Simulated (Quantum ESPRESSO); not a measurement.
# Optical response of NaCl, part 3 of 3

Aim: the dielectric function of NaCl, and the optical constants that follow from it. The cell comes from an older database entry, whose edges can differ from later determinations, mostly by under a per cent.

Quantum ESPRESSO 7.5; DFT, PBE, plane waves with norm-conserving potentials (PseudoDojo), scalar-relativistic, independent-particle optical response without local fields and without the non-local commutator.

So far. Step 2 (Ground state): There is a gap, 5.15 eV on this mesh (points off the mesh can give less), so no carriers' term is needed.

The database entry behind the starting cell differs from later determinations by our own check (an axis about 0.4 % short against later determinations), so it need not match the best structure at ambient conditions.

## (5) Dielectric function

With the density converged, the vertical transitions are summed over the zone.

This step: DFT, PBE, plane waves with norm-conserving potentials (PseudoDojo), scalar-relativistic, independent-particle optical response without local fields and without the non-local commutator (Quantum ESPRESSO 7.5).

Contents of epsilon.in:

```
&inputpp
  prefix = 'x'
  outdir = './tmp'
  calculation = 'eps'
/
&energy_grid
  smeartype = 'gauss'
  intersmear = 0.2
  wmin = 0.0
  wmax = 22
  nw = 500
/
```

Run with:

```console
$ mpirun -n 4 epsilon.x -nk 4 -in epsilon.in
```

The log of the run:

```text
[banner, memory and clock lines left out]

     Broadcasting variables...

     IMPORTANT: XC functional enforced from input :
     Exchange-correlation= PBE
                           (   1   4   3   4   0   0   0)
     Any further DFT definition will be discarded

     G-vector sticks info

     Fermi energy [eV] is:  1.14118
     The system is a dielectric...
     metallic system: redefining wmin =     0.000000

     Performing eps calculation...

     xx,yy,zz plasmon frequences [eV] are:    15.742720053   15.742720053   15.742720053
```

Wall time 3.6 s (4 MPI ranks of Arm Neoverse V2, shared host); peak memory 0.05 GiB.

Read-outs, printed or worked out from the files:

```
electronic dielectric constant ε∞, mean over x, y and z (by symmetry where fewer were run) : 3.160
main peak of Im epsilon, first axis                                                        : 8.815 eV
```

Some rows of epsi_x.dat:

```text
# energy grid [eV]     epsi_x  epsi_y  epsi_z
#
    0.176352705    0.000832769    0.000832769    0.000832769
    1.234468938    0.006092565    0.006092565    0.006092565
    2.292585170    0.012742144    0.012742144    0.012742144
    3.350701403    0.023312445    0.023312445    0.023312445
    4.408817635    0.048420773    0.048420773    0.048420773
    5.466933868    0.704067662    0.704067662    0.704067662
    6.525050100    0.877848872    0.877848872    0.877848872
    7.583166333    2.974446951    2.974446951    2.974446951
    8.641282565    4.273264781    4.273264781    4.273264781
    9.699398798    4.679516923    4.679516923    4.679516923
   10.757515030    5.374801665    5.374801664    5.374801664
   11.815631263    3.671943717    3.671943717    3.671943717
   12.873747495    2.155709252    2.155709253    2.155709252
   13.931863727    1.436838606    1.436838606    1.436838606
   14.989979960    1.342067305    1.342067305    1.342067305
   16.048096192    1.421493390    1.421493390    1.421493390
   17.106212425    1.160681921    1.160681921    1.160681921
   18.164328657    0.916649381    0.916649381    0.916649381
   19.222444890    0.568765635    0.568765635    0.568765635
   20.280561122    0.451474438    0.451474438    0.451474438
   21.338677355    0.403474342    0.403474342    0.403474342
```

The Im ε, any direction has structure finer than the step of the table below, so its rows give means over 0.5 eV, whole bins alone (the curve runs from 0 to 22 eV). Peaks (eV: height): 6.17: 1.53, 6.92: 1.92, 8.46: 5.02, 8.82: 6.15, 9.61: 4.95, 10.85: 5.71.

Values under the direct gap are tails of Lorentzian lines. Table of Im ε, any direction by photon energy; means over each step:

| photon energy (eV) | Im ε, any direction |
| --- | --- |
| 0.5 | 0.00238 |
| 1.0 | 0.00487 |
| 1.5 | 0.00758 |
| 2.0 | 0.0107 |
| 2.5 | 0.0144 |
| 3.0 | 0.0191 |
| 3.5 | 0.0256 |
| 4.0 | 0.0354 |
| 4.5 | 0.0541 |
| 5.0 | 0.144 |
| 5.5 | 0.569 |
| 6.0 | 0.953 |
| 6.5 | 1.02 |
| 7.0 | 1.52 |
| 7.5 | 2.72 |
| 8.0 | 3.49 |
| 8.5 | 4.75 |
| 9.0 | 5.02 |
| 9.5 | 4.32 |
| 10.0 | 4.52 |
| 10.5 | 5.17 |
| 11.0 | 5.26 |
| 11.5 | 4.53 |
| 12.0 | 3.34 |
| 12.5 | 2.54 |
| 13.0 | 2.22 |
| 13.5 | 1.75 |
| 14.0 | 1.35 |
| 14.5 | 1.18 |
| 15.0 | 1.30 |
| 15.5 | 0.918 |
| 16.0 | 1.31 |
| 16.5 | 0.853 |
| 17.0 | 1.04 |
| 17.5 | 1.03 |
| 18.0 | 0.920 |
| 18.5 | 1.01 |
| 19.0 | 0.679 |
| 19.5 | 0.569 |
| 20.0 | 0.604 |
| 20.5 | 0.481 |
| 21.0 | 0.443 |
| 21.5 | 0.382 |

The Re ε, any direction by photon energy:

photon energy (eV), Re ε, any direction and a bar from the least value:
```
      0.0       3.16 ###################
      0.5       3.17 ###################
      1.0       3.18 ###################
      1.5       3.21 ###################
      2.0       3.26 ###################
      2.5       3.32 ###################
      3.0       3.41 ####################
      3.5       3.52 ####################
      4.0       3.66 #####################
      4.5       3.88 ######################
      5.0       4.24 #######################
      5.5       4.52 #########################
      6.0       4.77 ##########################
      6.5       5.15 ###########################
      7.0       4.58 #########################
      7.5       5.79 ##############################
      8.0       5.11 ###########################
      8.5       4.08 #######################
      9.0       2.14 ##############
      9.5       3.28 ###################
     10.0       2.59 ################
     10.5       1.80 #############
     11.0       0.20 ######
     11.5      -1.19 
     12.0      -1.02 #
     12.5      -1.18 
     13.0      -0.67 ##
     13.5      -0.96 #
     14.0      -0.71 ##
     14.5      -0.10 #####
     15.0      -0.40 ###
     15.5       0.21 ######
     16.0      -0.02 #####
     16.5      -0.03 #####
     17.0       0.24 ######
     17.5       0.17 ######
     18.0       0.07 #####
     18.5      -0.02 #####
     19.0       0.00 #####
     19.5       0.16 ######
     20.0       0.06 #####
     20.5       0.13 ######
     21.0       0.06 #####
     21.5       0.17 ######
     22.0       0.21 ######
```

The reflectivity at normal incidence, any direction has structure finer than the step of the table below, so its rows give means over 0.5 eV, whole bins alone (the curve runs from 0 to 22 eV). Peaks (eV: height): 8.82: 27.4, 11.55: 36.9, 12.34: 38.2, 12.87: 34.0, 13.31: 36.0, 13.98: 34.5, 15.25: 31.1.

Table of reflectivity at normal incidence, any direction by photon energy; means over each step:

| photon energy (eV) | reflectivity at normal incidence, any direction (%) |
| --- | --- |
| 0.5 | 7.86 |
| 1.0 | 7.94 |
| 1.5 | 8.06 |
| 2.0 | 8.25 |
| 2.5 | 8.50 |
| 3.0 | 8.83 |
| 3.5 | 9.27 |
| 4.0 | 9.85 |
| 4.5 | 10.7 |
| 5.0 | 12.0 |
| 5.5 | 13.2 |
| 6.0 | 14.2 |
| 6.5 | 14.9 |
| 7.0 | 16.2 |
| 7.5 | 19.8 |
| 8.0 | 20.5 |
| 8.5 | 23.2 |
| 9.0 | 24.2 |
| 9.5 | 21.4 |
| 10.0 | 22.4 |
| 10.5 | 26.0 |
| 11.0 | 30.3 |
| 11.5 | 34.5 |
| 12.0 | 33.7 |
| 12.5 | 34.1 |
| 13.0 | 30.9 |
| 13.5 | 33.9 |
| 14.0 | 31.7 |
| 14.5 | 21.2 |
| 15.0 | 24.7 |
| 15.5 | 16.0 |
| 16.0 | 19.6 |
| 16.5 | 17.9 |
| 17.0 | 13.8 |
| 17.5 | 15.9 |
| 18.0 | 15.2 |
| 18.5 | 19.1 |
| 19.0 | 22.4 |
| 19.5 | 16.3 |
| 20.0 | 17.2 |
| 20.5 | 14.9 |
| 21.0 | 15.7 |
| 21.5 | 13.6 |

The loss function −Im 1/ε at q → 0, any direction has structure finer than the step of the table below, so its rows give means over 0.5 eV, whole bins alone (the curve runs from 0 to 22 eV). Peaks (eV: height): 15.39: 1.41, 16.53: 1.25, 19.35: 2.12, 20.28: 2.18, 21.07: 2.55, 21.38: 2.38, 21.87: 2.93.

Values under the direct gap are tails of Lorentzian lines. Loss function −Im 1/ε at q → 0, any direction against energy loss; means over each step:

energy loss (eV), loss function −Im 1/ε at q → 0, any direction and a bar:
```
      0.5       0.00 
      1.0       0.00 
      1.5       0.00 
      2.0       0.00 
      2.5       0.00 
      3.0       0.00 
      3.5       0.00 
      4.0       0.00 
      4.5       0.00 
      5.0       0.01 
      5.5       0.03 
      6.0       0.04 #
      6.5       0.04 #
      7.0       0.05 #
      7.5       0.07 #
      8.0       0.09 #
      8.5       0.11 ##
      9.0       0.16 ##
      9.5       0.17 ##
     10.0       0.17 ##
     10.5       0.17 ##
     11.0       0.19 ###
     11.5       0.21 ###
     12.0       0.28 ####
     12.5       0.34 #####
     13.0       0.40 #####
     13.5       0.46 ######
     14.0       0.61 ########
     14.5       0.83 ###########
     15.0       0.72 ##########
     15.5       1.06 ##############
     16.0       0.75 ##########
     16.5       1.14 ################
     17.0       0.93 #############
     17.5       0.97 #############
     18.0       1.08 ###############
     18.5       0.97 #############
     19.0       1.43 ####################
     19.5       1.72 ########################
     20.0       1.65 #######################
     20.5       1.95 ###########################
     21.0       2.12 #############################
     21.5       2.20 ##############################
```

The refractive index n and extinction k by photon energy:

| photon energy (eV) | n | k |
| --- | --- | --- |
| 0 | 1.78 | 0 |
| 1 | 1.78 | 0.00136 |
| 2 | 1.81 | 0.00295 |
| 3 | 1.85 | 0.00517 |
| 4 | 1.91 | 0.00916 |
| 5 | 2.06 | 0.0302 |
| 6 | 2.19 | 0.183 |
| 7 | 2.17 | 0.356 |
| 8 | 2.36 | 0.679 |
| 9 | 1.95 | 1.29 |
| 10 | 2.00 | 1.18 |
| 11 | 1.64 | 1.57 |
| 12 | 1.10 | 1.49 |
| 13 | 0.868 | 1.19 |
| 14 | 0.609 | 1.04 |
| 15 | 0.703 | 0.945 |
| 16 | 0.838 | 0.852 |
| 17 | 0.803 | 0.633 |
| 18 | 0.710 | 0.658 |
| 19 | 0.579 | 0.576 |
| 20 | 0.632 | 0.583 |
| 21 | 0.493 | 0.422 |
| 22 | 0.518 | 0.234 |

At chosen wavelengths:

| wavelength (nm) | n | k | R (%) | 1/α |
| --- | --- | --- | --- | --- |
| 1064 | 1.79 | 0.002 | 8.0 | 53 µm |
| 800 | 1.79 | 0.002 | 8.1 | 29 µm |
| 532 | 1.82 | 0.004 | 8.4 | 12 µm |
| 450 | 1.83 | 0.005 | 8.7 | 7.9 µm |
| 365 | 1.87 | 0.006 | 9.2 | 4.5 µm |
| 308 | 1.92 | 0.009 | 9.9 | 2.6 µm |
| 193 | 2.19 | 0.146 | 14.2 | 105 nm |

Below the direct gap, k and the depth come from the tails of the Lorentzian lines, not from transitions.

Rows near the edge hang on the gap, which this functional as a rule makes too small, and phonon-assisted absorption is left out.

## (6) What came out

| Property | Result |
| --- | --- |
| electronic dielectric constant ε∞, mean over x, y and z (by symmetry where fewer were run) (independent particles) | 3.16 |
| main peak of Im epsilon, first axis | 8.81 eV |

In words: At this level (PBE, independent particles) NaCl has ε∞ = 3.16 and n = 1.78 at 1550 nm, and Im ε peaks at 8.8 eV. Distinct maxima of Im ε, read by a parabola through the highest points, lie at 8.48 eV (5.0), 8.81 eV (6.1), 10.85 eV (5.7) and 11.35 eV (5.2). Excitons and phonon-assisted transitions are missing, and so are local fields; PBE gaps are as a rule too small, which pulls the onset down and ε∞ up. epsilon.x leaves out the commutator of the non-local potential, so its intensities are off, as a rule too high. The sum runs over mesh points, so small or evenly spaced maxima can still be ripples of the mesh.

[Machine, clock, banner and «Message from routine» lines are left out of the logs.]

[Logs are printed without paths, hosts, clocks, repeated set-up lines and the standing remarks that a program may print on its own settings, such as how far it seeks lower states.]

[Hosts, paths, dates, database ids (printed as entryN), source tags and the programs' standing remarks are cut or masked in the printed files.]
